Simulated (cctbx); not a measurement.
# CdSn3Rh: as given, inverted or twinned?

Space group I4mm (no. 107), a = 4.4590 Å, b = 4.4590 Å, c = 10.3480 Å, α = 90.00°, β = 90.00°, γ = 90.00°.

| atom | mult. | x | y | z | Ueq (Å²) |
| --- | --- | --- | --- | --- | --- |
| Sn1 | 4 | 0 | 1/2 | 0.2535 | 0.0084 |
| Sn2 | 2 | 0 | 0 | 0.4153 | 0.0075 |
| Cd1 | 2 | 1/2 | 1/2 | 0.4964 | 0.0078 |
| Rh1 | 2 | 1/2 | 1/2 | 0.1601 | 0.0103 |

The model is made up (kin elements in a known structure type, no relaxation), so it says nothing on whether the phase exists.

Data sets are simulated with cctbx and refined with Bijvoet mates kept apart; Flack x is then fitted as the share of an inverted twin with the atoms fixed, Hooft y from the Bijvoet differences. The group is acentric but holds improper operations, so there is an absolute structure (orientation) and no hand.

Untwinned crystal. What Flack and Hooft values should come out?

| λ (Å) | extinction (unmodelled) | d min (Å) | top counts | error (%) | model | R1 | Flack x | s.u. | Hooft y | s.u. | pairs |
| --- | --- | --- | --- | --- | --- | --- | --- | --- | --- | --- | --- |
| 0.71073 | 0 | 0.77 | 5000 | 1.5 | as given | 0.0124 | 0.06 | 0.16 | 0.145 | 0.163 | 79 |
| 0.71073 | 0 | 0.77 | 5000 | 1.5 | inverted | 0.0134 | 0.94 | 0.16 | 0.855 | 0.163 | 79 |
| 1.54184 | 0 | 0.83 | 20000 | 1.5 | as given | 0.0069 | 0.06 | 0.03 | -0.018 | 0.023 | 67 |

With Mo Kα, the s.u. is too large to fix the absolute structure. With Cu Kα, x is within 3 s.u. of 0, so the absolute structure is right. Inverting the model turns x into about 1 − x.

A further crystal gives:

| λ (Å) | extinction (unmodelled) | d min (Å) | top counts | error (%) | model | R1 | Flack x | s.u. | Hooft y | s.u. | pairs |
| --- | --- | --- | --- | --- | --- | --- | --- | --- | --- | --- | --- |
| 1.54184 | 0 | 0.83 | 40000 | 6 | as given | 0.0152 | 0.31 | 0.02 | 0.302 | 0.032 | 67 |

**Question.** What is it?

It was simulated as an inversion twin with a fraction 0.3 of the inverted domain. Flack x is over 3 s.u. from both 0 and 1 and reads that fraction.
